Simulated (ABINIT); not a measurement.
# A GW chain in ABINIT: BiOCl (P4/nmm), part 2 of 3

How does a plane-wave GW calculation on BiOCl (P4/nmm) run from the first input to the gap?

ABINIT 10.8.3; PBEsol and many-body steps on it, plane waves. Known limits of the many-body steps: not at the basis limit; no spin-orbit coupling; coarse k mesh.

So far. Step 2 (Ground state): The gap is indirect, with the least direct gap 0.34 eV higher.

## (3) Bands along the symmetry lines

Level of this step: DFT, PBEsol, plane waves, norm-conserving pseudopotentials (ABINIT).

Levels along a band path, at the cheap level, show where the edges lie and whether the meshes to come will hold them.

run.abi

```
acell 3*1.0 Angstrom
rprim 
  3.885510000000 0.000000000000 0.000000000000
  0.000000000000 3.885510000000 0.000000000000
  0.000000000000 0.000000000000 7.348900000000
ntypat 3
znucl 83 17 8
natom 6
typat 1 1 2 2 3 3
xred 
  0.500000000000 0.000000000000 0.329040000000
  0.000000000000 0.500000000000 0.670960000000
  0.000000000000 0.500000000000 0.147200000000
  0.500000000000 0.000000000000 0.852800000000
  0.000000000000 0.000000000000 0.500000000000
  0.500000000000 0.500000000000 0.500000000000
pp_dirpath "pseudos"
pseudos "Bi.upf, Cl.upf, O.upf"
ecut 42
iscf -2
irdden 1
kptopt 0
nkpt 75
kpt 
  0.00000000 0.00000000 0.00000000
  0.00000000 0.06250000 0.00000000
  0.00000000 0.12500000 0.00000000
  0.00000000 0.18750000 0.00000000
  0.00000000 0.25000000 0.00000000
  0.00000000 0.31250000 0.00000000
  0.00000000 0.37500000 0.00000000
  0.00000000 0.43750000 0.00000000
  0.00000000 0.50000000 0.00000000
  0.06250000 0.50000000 0.00000000
  0.12500000 0.50000000 0.00000000
  0.18750000 0.50000000 0.00000000
  0.25000000 0.50000000 0.00000000
  0.31250000 0.50000000 0.00000000
  0.37500000 0.50000000 0.00000000
  0.43750000 0.50000000 0.00000000
  0.50000000 0.50000000 0.00000000
  0.43750000 0.43750000 0.00000000
  0.37500000 0.37500000 0.00000000
  0.31250000 0.31250000 0.00000000
  0.25000000 0.25000000 0.00000000
  0.18750000 0.18750000 0.00000000
  0.12500000 0.12500000 0.00000000
  0.06250000 0.06250000 0.00000000
  0.00000000 0.00000000 0.00000000
  0.00000000 0.00000000 0.06250000
  0.00000000 0.00000000 0.12500000
  0.00000000 0.00000000 0.18750000
  0.00000000 0.00000000 0.25000000
  0.00000000 0.00000000 0.31250000
  0.00000000 0.00000000 0.37500000
  0.00000000 0.00000000 0.43750000
  0.00000000 0.00000000 0.50000000
  0.00000000 0.06250000 0.50000000
  0.00000000 0.12500000 0.50000000
  0.00000000 0.18750000 0.50000000
  0.00000000 0.25000000 0.50000000
  0.00000000 0.31250000 0.50000000
  0.00000000 0.37500000 0.50000000
  0.00000000 0.43750000 0.50000000
  0.00000000 0.50000000 0.50000000
  0.06250000 0.50000000 0.50000000
  0.12500000 0.50000000 0.50000000
  0.18750000 0.50000000 0.50000000
  0.25000000 0.50000000 0.50000000
  0.31250000 0.50000000 0.50000000
  0.37500000 0.50000000 0.50000000
  0.43750000 0.50000000 0.50000000
  0.50000000 0.50000000 0.50000000
  0.43750000 0.43750000 0.50000000
  0.37500000 0.37500000 0.50000000
  0.31250000 0.31250000 0.50000000
  0.25000000 0.25000000 0.50000000
  0.18750000 0.18750000 0.50000000
  0.12500000 0.12500000 0.50000000
  0.06250000 0.06250000 0.50000000
  0.00000000 0.00000000 0.50000000
  0.00000000 0.50000000 0.00000000
  0.00000000 0.50000000 0.06250000
  0.00000000 0.50000000 0.12500000
  0.00000000 0.50000000 0.18750000
  0.00000000 0.50000000 0.25000000
  0.00000000 0.50000000 0.31250000
  0.00000000 0.50000000 0.37500000
  0.00000000 0.50000000 0.43750000
  0.00000000 0.50000000 0.50000000
  0.50000000 0.50000000 0.00000000
  0.50000000 0.50000000 0.06250000
  0.50000000 0.50000000 0.12500000
  0.50000000 0.50000000 0.18750000
  0.50000000 0.50000000 0.25000000
  0.50000000 0.50000000 0.31250000
  0.50000000 0.50000000 0.37500000
  0.50000000 0.50000000 0.43750000
  0.50000000 0.50000000 0.50000000
istwfk *1
nband 43
nbdbuf 2
tolwfr 1e-08
nstep 40
prtwf 0
prtvol 0
indata_prefix "in"
outdata_prefix "out"
tmpdata_prefix "tmp"
```

Launch:

```sh
$ OMP_NUM_THREADS=1 mpirun -n 8 abinit run.abi > log
```

Numbers of over 12 decimals in the logs are rounded to 6 here.

Log:

```text
.Version 10.8.3 of ABINIT. v10.8.2 released Aug 2026.

 Symmetries : space group P4/n m m (#129); Bravais tP (primitive tetrag.)
[... echo of the input left out ...]
== DATASET  1 ==================================================================
-   mpi_nproc: 8, omp_nthreads: 1 (-1 if OMP is not activated)

--- !DatasetInfo
iteration_state: {dtset: 1, }
dimensions: {natom: 6, nkpt: 75, mband: 43, nsppol: 1, nspinor: 1, nspden: 1, mpw: 9769, }
cutoff_energies: {ecut:  42.0, pawecutdg:  -1.0, }
electrons: {nelect:   7.20000000E+01, charge:   0.00000000E+00, occopt:   1.00000000E+00, tsmear:   1.00000000E-02, }

 Real(R)+Recip(G) space primitive vectors, cartesian coordinates (Bohr,Bohr^-1):
 R(1)=  7.3425498  0.0000000  0.0000000  G(1)=  0.1361925  0.0000000  0.0000000
 R(2)=  0.0000000  7.3425498  0.0000000  G(2)=  0.0000000  0.1361925  0.0000000
 R(3)=  0.0000000  0.0000000 13.8874083  G(3)=  0.0000000  0.0000000  0.0720077
 Unit cell volume ucvol=  7.4871236E+02 bohr^3
 Angles (23,13,12)=  9.00000000E+01  9.00000000E+01  9.00000000E+01 degrees

 getcut: wavevector=  0.0000  0.0000  0.0000  ngfft=  45  45  90
         ecut(hartree)=     42.000   => boxcut(ratio)=   2.05407

--- Pseudopotential description ------------------------------------------------
- Bi Generated using ONCVPSP code by D. R. Hamann
- 83.00000  23.00000  180301                  znucl, zion, pspdat
12 -116133 2 -1 1472                          pspcod,pspxc,lmax,lloc,mmax
     nproj     2     2     2
  pspatm : epsatm=   28.42398882
         --- l  ekb(1:nproj) -->
             0   17.099263    2.333947
             1    7.134189    1.181075
             2    3.367336    0.414803
 pspatm: atomic psp has been read  and splines computed

- Cl Generated using ONCVPSP code by D. R. Hamann
- 17.00000   7.00000  180301                  znucl, zion, pspdat
12 -116133 2 -1 1028                          pspcod,pspxc,lmax,lloc,mmax
     nproj     2     2     2
  pspatm : epsatm=    8.95520293
         --- l  ekb(1:nproj) -->
[...]
pspatm: atomic psp has been read  and splines computed

- O Generated using ONCVPSP code by D. R. Hamann
-  8.00000   6.00000  180301                  znucl, zion, pspdat
12 -116133 2 -1 936                           pspcod,pspxc,lmax,lloc,mmax
     nproj     2     2     1
  pspatm : epsatm=    6.20179097
         --- l  ekb(1:nproj) -->
[...]
2   -1.335834
 pspatm: atomic psp has been read  and splines computed

--------------------------------------------------------------------------------

================================================================================
 prteigrs : about to open file out_EIG
 Non-SCF case, kpt    1 (  0.00000  0.00000  0.00000), residuals and eigenvalues=
  6.23E-09  7.21E-09  2.98E-09  1.29E-09  5.21E-09  8.59E-09  1.41E-09  3.75E-09
[...]
6.0304E-01
 Non-SCF case, kpt   75 (  0.50000  0.50000  0.50000), residuals and eigenvalues=
[...]
1.4656E-01  1.4656E-01  1.6128E-01  1.6128E-01  1.8898E-01  1.8898E-01
  3.7734E-01  3.7734E-01  4.3498E-01  4.3498E-01  4.5403E-01  4.5403E-01
  6.0226E-01

--- !ResultsGS
iteration_state: {dtset: 1, }
comment   : Summary of ground state results
lattice_vectors:
- [  7.3425498,   0.0000000,   0.0000000, ]
- [  0.0000000,   7.3425498,   0.0000000, ]
- [  0.0000000,   0.0000000,  13.8874083, ]
lattice_lengths: [   7.34255,    7.34255,   13.88741, ]
lattice_angles: [ 90.000,  90.000,  90.000, ] # degrees, (23, 13, 12)
lattice_volume:   7.4871236E+02
convergence: {deltae:  0.000E+00, res2:  0.000E+00, residm:  9.987E-09, diffor:  0.000E+00, }
etotal    :  -5.29937350E+02
entropy   :   0.00000000E+00
fermie    :   2.11580993E-01
cartesian_stress_tensor: null
pressure_GPa: null
xred      :
- [  5.0000E-01,   0.0000E+00,   3.2904E-01, Bi]
- [  0.0000E+00,   5.0000E-01,   6.7096E-01, Bi]
- [  0.0000E+00,   5.0000E-01,   1.4720E-01, Cl]
- [  5.0000E-01,   0.0000E+00,   8.5280E-01, Cl]
- [  0.0000E+00,   0.0000E+00,   5.0000E-01,  O]
- [  5.0000E-01,   5.0000E-01,   5.0000E-01,  O]
cartesian_forces: null
force_length_stats: {min: null, max: null, mean: null, }

 Integrated electronic density in atomic spheres:
 ------------------------------------------------
 Atom  Sphere_radius  Integrated_density
[...]
================================================================================

 ----iterations are completed or convergence reached----

 Mean square residual over all n,k,spin=   54.235E-10; max=  99.873E-10
 reduced coordinates (array xred) for    6 atoms
[...]
cartesian coordinates (angstrom) at end:
    1      1.942755     0.000000     2.418082
    2      0.000000     1.942755     4.930818
    3      0.000000     1.942755     1.081758
    4      1.942755     0.000000     6.267142
    5      0.000000     0.000000     3.674450
    6      1.942755     1.942755     3.674450
 length scales=  1.889726125908  1.889726125908  1.889726125908 bohr
              =  1.000000000000  1.000000000000  1.000000000000 angstroms
 prteigrs : about to open file out_EIG
 Eigenvalues (hartree) for nkpt=  75  k points:
 kpt#   1, nband= 43, wtk=  1.00000, kpt=  0.0000  0.0000  0.0000 (reduced coord)
[...]
kpt#   2, nband= 43, wtk=  1.00000, kpt=  0.0000  0.0625  0.0000 (reduced coord)
[...]
kpt#   3, nband= 43, wtk=  1.00000, kpt=  0.0000  0.1250  0.0000 (reduced coord)
[...]
kpt#  74, nband= 43, wtk=  1.00000, kpt=  0.5000  0.5000  0.4375 (reduced coord)
[...]
0.45429    0.45429    0.60304
 kpt#  75, nband= 43, wtk=  1.00000, kpt=  0.5000  0.5000  0.5000 (reduced coord)
[...]
0.04263    0.04263    0.10879    0.10879    0.12835    0.12835    0.14656    0.14656
   0.16128    0.16128    0.18898    0.18898    0.37734    0.37734    0.43498    0.43498
   0.45403    0.45403    0.60226

== END DATASET(S) ==============================================================
================================================================================

 -outvars: echo values of variables after computation  --------
            nband          43
             nkpt          75
          spgroup         129
 [... the other variables as echoed above ...]

 Calculation completed.
```

Elapsed: 65 s, on 8 MPI ranks of Intel Xeon 6975P-C (Granite Rapids), shared host; peak memory 1.2 GiB; 8.6 min of CPU time.

This step gave:

```
gap                        : 2.545 eV
k of the valence top       : 0, 0.4375, 0.5
k of the conduction bottom : 0, 0, 0.5
least direct gap           : 2.929 eV
```

The gap is 2.545 eV, −0.046 eV from the run before at this level.

The electronic bands at the labelled points (eV, zero at the top of the highest filled band):

```tsv
point	band 33	band 34	band 35	band 36	band 37	band 38	band 39	band 40
Γ	-1.06	-1.06	-0.99	-0.78	3.05	3.75	5.30	5.30
halfway	-1.05	-0.54	-0.38	-0.30	4.29	4.65	4.80	5.00
X	-0.92	-0.92	-0.09	-0.09	4.55	4.55	5.19	5.19
halfway	-1.05	-1.05	-0.70	-0.70	4.54	4.54	5.40	5.40
M	-0.72	-0.72	-0.66	-0.66	4.06	4.06	5.81	5.81
halfway	-0.84	-0.64	-0.52	-0.39	3.92	5.02	5.17	5.49
Γ	-1.06	-1.06	-0.99	-0.78	3.05	3.75	5.30	5.30
halfway	-0.92	-0.92	-0.74	-0.54	2.78	3.36	5.30	5.30
Z	-0.79	-0.79	-0.39	-0.38	2.55	2.93	5.31	5.31
halfway	-0.86	-0.81	-0.58	-0.16	4.02	4.30	5.14	5.25
R	-0.71	-0.71	-0.08	-0.08	4.35	4.35	5.27	5.27
halfway	-0.94	-0.94	-0.66	-0.66	4.06	4.06	5.77	5.77
A	-1.41	-1.41	-0.66	-0.66	4.46	4.46	6.03	6.03
halfway	-0.94	-0.80	-0.61	-0.35	3.43	4.80	5.29	5.53
Z	-0.79	-0.79	-0.39	-0.38	2.55	2.93	5.31	5.31
jump to X	-0.92	-0.92	-0.09	-0.09	4.55	4.55	5.19	5.19
halfway	-0.80	-0.80	-0.09	-0.09	4.45	4.45	5.23	5.23
R	-0.71	-0.71	-0.08	-0.08	4.35	4.35	5.27	5.27
jump to M	-0.72	-0.72	-0.66	-0.66	4.06	4.06	5.81	5.81
halfway	-1.03	-1.03	-0.66	-0.66	4.26	4.26	5.93	5.93
A	-1.41	-1.41	-0.66	-0.66	4.46	4.46	6.03	6.03
```

## (4) Empty states on the mesh, 4×4×2 mesh, 89 bands

The sums over transitions need many empty states on a uniform mesh; this step solves for them.

run.abi

```
acell 3*1.0 Angstrom
rprim 
  3.885510000000 0.000000000000 0.000000000000
  0.000000000000 3.885510000000 0.000000000000
  0.000000000000 0.000000000000 7.348900000000
ntypat 3
znucl 83 17 8
natom 6
typat 1 1 2 2 3 3
xred 
  0.500000000000 0.000000000000 0.329040000000
  0.000000000000 0.500000000000 0.670960000000
  0.000000000000 0.500000000000 0.147200000000
  0.500000000000 0.000000000000 0.852800000000
  0.000000000000 0.000000000000 0.500000000000
  0.500000000000 0.500000000000 0.500000000000
pp_dirpath "pseudos"
pseudos "Bi.upf, Cl.upf, O.upf"
ecut 42
ngkpt 4 4 2
nshiftk 1
shiftk 0 0 0
kptopt 1
chksymbreak 0
iscf -2
irdden 1
istwfk *1
nband 89
nbdbuf 8
tolwfr 1e-09
nstep 60
prtvol 0
indata_prefix "in"
outdata_prefix "out"
tmpdata_prefix "tmp"
```

Log:

```text
.Version 10.8.3 of ABINIT. v10.8.2 released Aug 2026.

 Symmetries : space group P4/n m m (#129); Bravais tP (primitive tetrag.)
[... echo of the input left out ...]
== DATASET  1 ==================================================================
-   mpi_nproc: 8, omp_nthreads: 1 (-1 if OMP is not activated)
-    --> not optimal distribution: autoparal keyword recommended in input file <--

--- !DatasetInfo
iteration_state: {dtset: 1, }
dimensions: {natom: 6, nkpt: 12, mband: 89, nsppol: 1, nspinor: 1, nspden: 1, mpw: 9764, }
cutoff_energies: {ecut:  42.0, pawecutdg:  -1.0, }
electrons: {nelect:   7.20000000E+01, charge:   0.00000000E+00, occopt:   1.00000000E+00, tsmear:   1.00000000E-02, }

 Real(R)+Recip(G) space primitive vectors, cartesian coordinates (Bohr,Bohr^-1):
 R(1)=  7.3425498  0.0000000  0.0000000  G(1)=  0.1361925  0.0000000  0.0000000
 R(2)=  0.0000000  7.3425498  0.0000000  G(2)=  0.0000000  0.1361925  0.0000000
 R(3)=  0.0000000  0.0000000 13.8874083  G(3)=  0.0000000  0.0000000  0.0720077
 Unit cell volume ucvol=  7.4871236E+02 bohr^3
 Angles (23,13,12)=  9.00000000E+01  9.00000000E+01  9.00000000E+01 degrees

 getcut: wavevector=  0.0000  0.0000  0.0000  ngfft=  45  45  90
         ecut(hartree)=     42.000   => boxcut(ratio)=   2.05407

--- Pseudopotential description ------------------------------------------------
- Bi Generated using ONCVPSP code by D. R. Hamann
- 83.00000  23.00000  180301                  znucl, zion, pspdat
12 -116133 2 -1 1472                          pspcod,pspxc,lmax,lloc,mmax
     nproj     2     2     2
  pspatm : epsatm=   28.42398882
         --- l  ekb(1:nproj) -->
             0   17.099263    2.333947
             1    7.134189    1.181075
             2    3.367336    0.414803
 pspatm: atomic psp has been read  and splines computed

- Cl Generated using ONCVPSP code by D. R. Hamann
- 17.00000   7.00000  180301                  znucl, zion, pspdat
12 -116133 2 -1 1028                          pspcod,pspxc,lmax,lloc,mmax
     nproj     2     2     2
  pspatm : epsatm=    8.95520293
         --- l  ekb(1:nproj) -->
[...]
pspatm: atomic psp has been read  and splines computed

- O Generated using ONCVPSP code by D. R. Hamann
-  8.00000   6.00000  180301                  znucl, zion, pspdat
12 -116133 2 -1 936                           pspcod,pspxc,lmax,lloc,mmax
     nproj     2     2     1
  pspatm : epsatm=    6.20179097
         --- l  ekb(1:nproj) -->
[...]
2   -1.335834
 pspatm: atomic psp has been read  and splines computed

--------------------------------------------------------------------------------

================================================================================
 prteigrs : about to open file out_EIG
 Non-SCF case, kpt    1 (  0.00000  0.00000  0.00000), residuals and eigenvalues=
[...]
6.44E-10  7.80E-10  1.72E-10  3.09E-10  3.67E-10  2.89E-10  5.38E-10  3.51E-10
[...]
3.24E-04
 -5.3834E+00 -5.3834E+00 -3.1062E+00 -3.1062E+00 -3.1059E+00 -3.1059E+00
 -3.1059E+00 -3.1059E+00 -5.9025E-01 -5.8254E-01 -5.8254E-01 -5.8252E-01
 -5.8199E-01 -5.8070E-01 -5.8026E-01 -5.7982E-01 -5.7982E-01 -5.7922E-01
[...]
1.0742E+00  1.1074E+00  1.1124E+00  1.1124E+00  1.1132E+00  1.1324E+00
  1.1325E+00  1.1788E+00  1.1842E+00  1.2136E+00  1.2307E+00  1.2307E+00
  1.2533E+00  1.2625E+00  1.2625E+00  1.3187E+00  1.3527E+00
 prteigrs : prtvol=0 or 1, do not print more k-points.

--- !ResultsGS
iteration_state: {dtset: 1, }
comment   : Summary of ground state results
lattice_vectors:
- [  7.3425498,   0.0000000,   0.0000000, ]
- [  0.0000000,   7.3425498,   0.0000000, ]
- [  0.0000000,   0.0000000,  13.8874083, ]
lattice_lengths: [   7.34255,    7.34255,   13.88741, ]
lattice_angles: [ 90.000,  90.000,  90.000, ] # degrees, (23, 13, 12)
lattice_volume:   7.4871236E+02
convergence: {deltae:  0.000E+00, res2:  0.000E+00, residm:  9.982E-10, diffor:  0.000E+00, }
etotal    :  -5.29937350E+02
entropy   :   0.00000000E+00
fermie    :   2.11580993E-01
cartesian_stress_tensor: null
pressure_GPa: null
xred      :
- [  5.0000E-01,   0.0000E+00,   3.2904E-01, Bi]
- [  0.0000E+00,   5.0000E-01,   6.7096E-01, Bi]
- [  0.0000E+00,   5.0000E-01,   1.4720E-01, Cl]
- [  5.0000E-01,   0.0000E+00,   8.5280E-01, Cl]
- [  0.0000E+00,   0.0000E+00,   5.0000E-01,  O]
- [  5.0000E-01,   5.0000E-01,   5.0000E-01,  O]
cartesian_forces: null
force_length_stats: {min: null, max: null, mean: null, }

 Integrated electronic density in atomic spheres:
 ------------------------------------------------
 Atom  Sphere_radius  Integrated_density
[...]
================================================================================

 ----iterations are completed or convergence reached----

 Mean square residual over all n,k,spin=   51.605E-11; max=  99.821E-11
 reduced coordinates (array xred) for    6 atoms
[...]
0.000000000000      0.000000000000      0.500000000000
       0.500000000000      0.500000000000      0.500000000000

 cartesian coordinates (angstrom) at end:
    1      1.942755     0.000000     2.418082
    2      0.000000     1.942755     4.930818
    3      0.000000     1.942755     1.081758
    4      1.942755     0.000000     6.267142
    5      0.000000     0.000000     3.674450
    6      1.942755     1.942755     3.674450
 length scales=  1.889726125908  1.889726125908  1.889726125908 bohr
              =  1.000000000000  1.000000000000  1.000000000000 angstroms
 prteigrs : about to open file out_EIG
 Eigenvalues (hartree) for nkpt=  12  k points:
 kpt#   1, nband= 89, wtk=  0.03125, kpt=  0.0000  0.0000  0.0000 (reduced coord)
[...]
1.07421    1.10737    1.11238    1.11238    1.11320    1.13237    1.13251    1.17877
   1.18425    1.21358    1.23067    1.23067    1.25332    1.26254    1.26254    1.31872
   1.35273
 prteigrs : prtvol=0 or 1, do not print more k-points.

== END DATASET(S) ==============================================================
================================================================================

 -outvars: echo values of variables after computation  --------
            nband          89
             nkpt          12
          spgroup         129
 [... the other variables as echoed above ...]

 Calculation completed.
```

It took 43 s on 8 MPI ranks; peak memory 0.88 GiB; 5.7 min of CPU time.

Numbers from this step:

```yaml
gap: 2.625 eV
k_of_the_valence_top: 0.5, 0, 0.5
k_of_the_conduction_bottom: 0, 0, 0.5
least_direct_gap: 2.929 eV
k_points_computed: 12
lowest_point_of_the_top_converged_band_above_the_valence_top: 25.60 eV
```

On this mesh the gap is 2.625 eV. The earlier step found 2.591 eV, so this mesh misses an edge.

(Part 2 of 3 ends here.)

[Paths, hosts, dates, memory and timing lines, banners, echoed tables and standing remarks are left out of the program output.]

[Logs are printed without paths, hosts, clocks, repeated set-up lines and the standing remarks that a program may print on its own settings, such as how far it seeks lower states.]

[Runs of the session that timed out or met a known fault of the program may be left out.]

[Hosts, paths, dates, database ids (printed as entryN), source tags and the programs' standing remarks are cut or masked in the printed files.]

[G0W0 gaps are taken among the corrected bands and points alone; a level outside them can change the order at an edge.]

[Where Ansatz stands beside ABINIT at settings called matched, ABINIT's density can come from a denser mesh and the files from another edition; pairs whose starting gaps differed by over 0.03 eV were left out, so agreement reads better than it is.]
